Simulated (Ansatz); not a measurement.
# Work function of Sr(111): what the settings cost and change

Aim: the work function of Sr(111) across levels of theory at one geometry.

Method: plane-wave DFT, PBE, Ansatz PAW, in the first sound run; inputs show where later runs differ, in Ansatz 0.2.0.

Report form: the programs' logs are mostly left out.

### Step 1. Starting point

The cell holds 7 atoms: 7 Sr. Cell: a = 4.299 Å, b = 4.299 Å, c = 39.062 Å, α = 90.0°, β = 90.0°, γ = 60.0°. Vacuum lies along c.

### Step 2. Run, setting PBE, Ansatz PAW (420 eV)

A work function rests on the faint tail of the density, so the SCF threshold is tight. PBE on the default files comes first; the next runs keep the geometry and change functional or files, each at the cutoff that its files recommend; a relaxation and, for heavy metals, spin-orbit coupling close the ladder.

File input.yaml:

```yaml
crystal:
  lattice:
    - [4.2992092296, 0.0, 0.0]
    - [2.1496046148, 3.723224409, 0.0]
    - [0.0, 0.0, 39.06173782]
  atoms:
    - { symbol: Sr, position: [0.0, 0.0, 0.2304044956] }
    - { symbol: Sr, position: [0.3333333333, 0.3333333333, 0.3202696637] }
    - { symbol: Sr, position: [0.6666666667, 0.6666666667, 0.4101348319] }
    - { symbol: Sr, position: [0.0, 0.0, 0.5] }
    - { symbol: Sr, position: [0.3333333333, 0.3333333333, 0.5898651681] }
    - { symbol: Sr, position: [0.6666666667, 0.6666666667, 0.6797303363] }
    - { symbol: Sr, position: [0.0, 0.0, 0.7695955044] }
kpoints:
  mp_grid: { grid: [11, 11, 1] }
hamiltonian:
  xc: pbe
scf:
  occupations: { method: fermi_dirac, width: 0.1 }
  convergence: { dr2_threshold: 1.0e-09 }
efield:
  axis: 3
  dipole_correction: true
  ramp_position: 0.97
  ramp_width: 0.06
output:
  write_potential: true
  write_density: true
  volumetric_format: npy
  elf: true
```

On the command line:

```bash
ansatz run input.yaml --threads 4 --pin off --max-ram 6144MiB --backend cpu --events-out ev --progress --plain --runs-dir out
```

It took 46 s on 4 threads of Arm Neoverse N1, shared host; peak memory 1.2 GiB; 2.6 min of CPU time.

Numbers from this step:

* energy at zero smearing: -24808.8551 eV
* work function, upper face: 2.708 eV

Running mean over 3.51 Å of the planar mean; the ramp of the sawtooth is left out. Table of electron's electrostatic potential energy less the Fermi level by z:

```csv
z (Å),electron's electrostatic potential energy less the Fermi level (eV)
4,2.69
5,2.62
6,2.24
7,0.143
8,-3.62
9,-4.15
10,-4.00
11,-3.93
12,-3.92
13,-3.93
14,-3.93
15,-3.94
16,-3.94
17,-3.93
18,-3.93
19,-3.93
20,-3.93
21,-3.93
22,-3.93
23,-3.94
24,-3.94
25,-3.93
26,-3.93
27,-3.92
28,-3.93
29,-3.99
30,-4.15
31,-3.71
32,-0.130
33,2.20
34,2.62
35,2.69
```

ELF in the ca plane at fractional y = 0.000, with atoms of Sr within 0.2 Å of it. It is the smooth field of the valence electrons, not physical close to the nuclei.

Ten even steps from '0' (0.00) to '9' (0.85), each cell a mean:
```
95598113555556677666555553128955993001100000
99995114432234566654323454115999951011100000
46631134311011356531101234311366410122110000
00001344100000134310000024431111112333110000
22224553101210023200121013554323345543210000
33345653111210023101221013555444566543210000
11112453101110124210111013542111123443210000
12210144210001245421000124310122101222110000
79972024421112466542111344202799730012100000
98897113544445667665444554117988982001100000
82398213555566777666655653129822993001100000
```
Columns run along c (16.0 Å, from fractional 0.49 to 0.90 of the cell), rows up along a (4.3 Å). Atoms in or near the plane, at fractional coordinates: Sr at (0.50, 0.00), Sr at (0.77, 0.00).

Valence density in the ca plane at fractional y = 0.000, with atoms of Sr within 0.2 Å of it. It is the smooth field of the valence electrons, not physical close to the nuclei.

Values in e/Å³, 6 rows by 16 columns, each cell a mean:
```
2.0 1.0 0.0 0.0 0.0 0.0 0.0 0.0 0.0 0.1 1.0 2.0 0.2 0.0 0.0 0.0
0.3 0.1 0.0 0.0 0.1 0.0 0.0 0.1 0.0 0.0 0.2 0.3 0.0 0.0 0.0 0.0
0.0 0.0 0.0 0.1 0.1 0.0 0.0 0.1 0.1 0.0 0.0 0.0 0.0 0.0 0.0 0.0
0.1 0.0 0.0 0.1 0.1 0.0 0.0 0.1 0.1 0.0 0.0 0.1 0.0 0.0 0.0 0.0
0.7 0.3 0.0 0.0 0.0 0.0 0.0 0.0 0.0 0.0 0.3 0.7 0.1 0.0 0.0 0.0
2.2 1.2 0.1 0.0 0.0 0.0 0.0 0.0 0.0 0.1 1.3 2.2 0.3 0.0 0.0 0.0
```
Columns run along c (16.0 Å, from fractional 0.49 to 0.90 of the cell), rows up along a (4.3 Å). Atoms in or near the plane, at fractional coordinates: Sr at (0.50, 0.00), Sr at (0.77, 0.00).

Electrostatic potential energy in the ca plane at fractional y = 0.000, with atoms of Sr within 0.2 Å of it. With pseudopotentials it is smooth inside the atoms' cores, unlike the true potential.

Ten even steps from '0' (-77 eV) to '9' (5 eV), each cell a mean:
```
10027999999999999999999999987100178999999999
63368999999999999999999999998633689999999999
88889999999999999999999999999888899999999999
99999999999999999999999999999999999999999999
99999999999899999999989999999999999999999999
99999999999889999999889999999999999999999999
99999999999999999999999999999999999999999999
98899999999999999999999999999988999999999999
76688999999999999999999999998766789999999999
30048999999999999999999999997300379999999999
00017899999999999999999999986000078999999999
```
Columns run along c (16.0 Å, from fractional 0.49 to 0.90 of the cell; values clipped at the 3rd and 97th percentile), rows up along a (4.3 Å). Atoms in or near the plane, at fractional coordinates: Sr at (0.50, 0.00), Sr at (0.77, 0.00).

The work function is 2.708 eV.

### Step 3. Slab

This step: plane-wave DFT, LDA, Ansatz PAW (Ansatz 0.2.0).

Edit input.yaml of step 2 so:

```diff
@@ -16,3 +16,3 @@
 hamiltonian:
-  xc: pbe
+  xc: lda
 scf:
@@ -29,2 +29 @@
   volumetric_format: npy
-  elf: true
```

Elapsed: 55 s, on 4 threads; peak memory 1.2 GiB; 2.6 min of CPU time.

The work function is 2.814 eV, +0.106 eV from the run “PBE, Ansatz PAW (420 eV)”, at 0.99 times its CPU time.

### Step 4. Run

This step: plane-wave DFT, PBEsol, Ansatz PAW (Ansatz 0.2.0).

Edit input.yaml of step 3 so:

```diff
@@ -16,3 +16,3 @@
 hamiltonian:
-  xc: lda
+  xc: pbesol
 scf:
```

The job ended after 56 s (4 threads; peak memory 1.2 GiB).

The work function is 2.742 eV, +0.034 eV from the run “PBE, Ansatz PAW (420 eV)”, at 1.0 times its CPU time.

### Step 5. Slab

This step: plane-wave DFT, RPBE, Ansatz PAW (Ansatz 0.2.0).

Edit input.yaml of step 4 so:

```diff
@@ -16,3 +16,3 @@
 hamiltonian:
-  xc: pbesol
+  xc: rpbe
 scf:
```

It took 55 s on 4 threads; peak memory 1.2 GiB; 2.6 min of CPU time.

The work function is 2.643 eV, -0.065 eV from the run “PBE, Ansatz PAW (420 eV)”, at 1.00 times its CPU time.

### Step 6. Run

This step: plane-wave DFT, r2SCAN, Ansatz PAW (Ansatz 0.2.0).

Edit input.yaml of step 5 so:

```diff
@@ -16,3 +16,3 @@
 hamiltonian:
-  xc: rpbe
+  xc: r2scan
 scf:
```

Elapsed: 1.9 min, on 4 threads; peak memory 2.3 GiB.

The work function is 2.774 eV, +0.066 eV from the run “PBE, Ansatz PAW (420 eV)”, at 2.3 times its CPU time.

### Step 7. Slab

This step: plane-wave DFT, PBE, JTH PAW (Ansatz 0.2.0).

Edit input.yaml of step 6 so:

```diff
@@ -16,3 +16,4 @@
 hamiltonian:
-  xc: r2scan
+  xc: pbe
+  pseudopotentials: { kind: paw, source: jth }
 scf:
```

Wall time 94 s (4 threads); peak memory 2.3 GiB.

The work function is 2.712 eV, +0.004 eV from the run “PBE, Ansatz PAW (420 eV)”, at 1.9 times its CPU time.

### Step 8. Slab

This step: plane-wave DFT, PBE, norm-conserving (Ansatz 0.2.0).

Edit input.yaml of step 7 so:

```diff
@@ -17,3 +17,3 @@
   xc: pbe
-  pseudopotentials: { kind: paw, source: jth }
+  pseudopotentials: { kind: nc }
 scf:
```

Elapsed: 2.8 min, on 4 threads; peak memory 3.1 GiB; 8.8 min of CPU time.

The work function is 2.709 eV, +0.001 eV from the run “PBE, Ansatz PAW (420 eV)”, at 3.4 times its CPU time.

### Step 9. Slab

This step: plane-wave DFT, LDA, norm-conserving (Ansatz 0.2.0).

Edit input.yaml of step 8 so:

```diff
@@ -16,3 +16,3 @@
 hamiltonian:
-  xc: pbe
+  xc: lda
   pseudopotentials: { kind: nc }
```

Elapsed: 2.7 min, on 4 threads; peak memory 3 GiB.

The work function is 2.815 eV, +0.107 eV from the run “PBE, Ansatz PAW (420 eV)”, at 3.4 times its CPU time.

### Step 10. Slab, setting PBE, all layers relaxed

This step: plane-wave DFT, PBE, Ansatz PAW (Ansatz 0.2.0).

Edit input.yaml of step 9 so:

```diff
@@ -16,4 +16,3 @@
 hamiltonian:
-  xc: lda
-  pseudopotentials: { kind: nc }
+  xc: pbe
 scf:
@@ -26,2 +25,5 @@
   ramp_width: 0.06
+relax:
+  f_tol: 0.01
+  max_steps: 40
 output:
```

Elapsed: 1.8 min, on 4 threads; peak memory 1.1 GiB.

The relaxation took 3 steps and lowered the energy by 0.011 eV; the largest force on the free atoms ends at 0.0076 eV/Å.

The work function is 2.672 eV, -0.036 eV from the run “PBE, Ansatz PAW (420 eV)”, at 1.9 times its CPU time.

### Step 11. Run

This step: plane-wave DFT, PBE, fully relativistic PAW with spin-orbit coupling (Ansatz 0.2.0).

Edit input.yaml of step 10 so:

```diff
@@ -17,2 +17,3 @@
   xc: pbe
+  pseudopotentials: { kind: paw_fr }
 scf:
@@ -25,5 +26,5 @@
   ramp_width: 0.06
-relax:
-  f_tol: 0.01
-  max_steps: 40
+magnetization:
+  noncollinear: true
+  spin_orbit: true
 output:
```

The job ended after 6.4 min (4 threads; peak memory 4.4 GiB; 22 min of CPU time).

The work function is 2.708 eV, +0.001 eV from the run “PBE, Ansatz PAW (420 eV)”, at 8.4 times its CPU time.

### Step 12. Side by side

Times are for 4 threads of Arm Neoverse N1, shared host. The runs compared:

```csv
no.,setting,"work function, upper face (eV)",time,memory (GiB)
1,"PBE, Ansatz PAW (420 eV)",2.708,46 s,1.2
2,"LDA, Ansatz PAW (420 eV)",2.814,55 s,1.2
3,"PBEsol, Ansatz PAW (420 eV)",2.742,56 s,1.2
4,"RPBE, Ansatz PAW (420 eV)",2.643,55 s,1.2
5,"r2SCAN, Ansatz PAW (500 eV)",2.774,1.9 min,2.3
6,"PBE, JTH PAW (690 eV)",2.712,94 s,2.3
7,"PBE, norm-conserving (925 eV)",2.709,2.8 min,3.1
8,"LDA, norm-conserving (925 eV)",2.815,2.7 min,3.0
9,"PBE, all layers relaxed",2.672,1.8 min,1.1
10,PBE with spin-orbit coupling (420 eV),2.708,6.4 min,4.4
```

### Step 13. Varying the input

This step: plane-wave DFT, PBE, Ansatz PAW (Ansatz 0.2.0).

An input spoilt on purpose, to show how the run answers: it repeats the earlier run “PBE, Ansatz PAW (420 eV)” with kpoints.mp_grid.grid from [11, 11, 1] to [0, 11, 1], and scf.max_iter set to 75; its output block differs too.

Edit input.yaml of step 11 so:

```diff
@@ -14,6 +14,5 @@
 kpoints:
-  mp_grid: { grid: [11, 11, 1] }
+  mp_grid: { grid: [0, 11, 1] }
 hamiltonian:
   xc: pbe
-  pseudopotentials: { kind: paw_fr }
 scf:
@@ -21,2 +20,3 @@
   convergence: { dr2_threshold: 1.0e-09 }
+  max_iter: 75
 efield:
@@ -26,5 +26,2 @@
   ramp_width: 0.06
-magnetization:
-  noncollinear: true
-  spin_orbit: true
 output:
```

Run time: 0.08 s. Hardware: 4 threads; peak memory 0.1 GiB.

The program refused the input before any cycle.

The program's message: “Error: invalid value for `kpoints.mp_grid.grid`: each dimension must be in 1..=255”

The fault put into the input: a zero in the mesh.

### Step 14. Results

```json
{
 "work function, PBE, Ansatz PAW (420 eV)": "2.708 eV",
 "work function, LDA, Ansatz PAW (420 eV)": "2.814 eV",
 "work function, RPBE, Ansatz PAW (420 eV)": "2.643 eV",
 "work function, r2SCAN, Ansatz PAW (500 eV)": "2.774 eV",
 "work function, LDA, norm-conserving (925 eV)": "2.815 eV",
 "work function, PBE, all layers relaxed": "2.672 eV",
 "work function, PBE with spin-orbit coupling (420 eV)": "2.708 eV"
}
```

What this shows: PBE on the default files gives 2.71 eV, and the settings tried spread the value from 2.64 to 2.81 eV. At one geometry LDA lies 0.11 eV above PBE. The choice of pseudopotentials moves the PBE value by 0.004 eV. Relaxing the layers changes it by -0.036 eV. Spin-orbit coupling, on the fully relativistic files, changes it by +0.00 eV. The ladder's slabs use the tabulated experimental lattice constant (two decimals; a low-temperature value for the alkali metals).

[Logs are printed without paths, hosts, clocks, repeated set-up lines and the standing remarks that a program may print on its own settings, such as how far it seeks lower states.]

[Hosts, paths, dates, database ids (printed as entryN), source tags and the programs' standing remarks are cut or masked in the printed files.]

[Maps of the electrostatic potential energy from Ansatz leave out the sawtooth potential of an applied field or a dipole correction, so their vacuum need not be flat; planar profiles and work functions include it.]
